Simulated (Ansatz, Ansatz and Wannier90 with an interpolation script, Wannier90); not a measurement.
Rows from a G0W0 calculation on SiO2 (Stishovite) (Ansatz 0.2.0; G0W0 on LDA, plane waves, PAW; 4×4×6 mesh, 194 empty bands, screening to 150 eV), in eV. Spin-orbit coupling is left out.

```csv
row,Σx,Σc,Vxc,Z
A,-9.30,-4.87,-15.86,0.85
B,-27.72,4.40,-22.17,0.81
C,-7.75,-4.68,-14.11,0.86
D,-28.17,4.66,-22.35,0.81
E,-27.03,4.02,-21.81,0.82
F,-13.92,-4.48,-20.14,0.84
```

Which rows are filled states and which are empty ones, and how can one tell?

Filled: B, D and E. Empty: A, C and F. The sign of Σc tells: for a filled state bare exchange, which holds its interaction with itself, lies below Vxc (Σx − Vxc is -5.2 eV or lower here) and screening gives part back as a positive Σc. For an empty state Σx lies above Vxc (+6.2 eV or more) and the Coulomb hole leaves Σc negative.

[Paths, hosts, dates, memory and timing lines, banners, echoed tables and standing remarks are left out of the program output.]

[Logs are printed without paths, hosts, clocks, repeated set-up lines and the standing remarks that a program may print on its own settings, such as how far it seeks lower states.]

[Runs of the session that timed out or met a known fault of the program may be left out.]

[Hosts, paths, dates, database ids (printed as entryN), source tags and the programs' standing remarks are cut or masked in the printed files.]
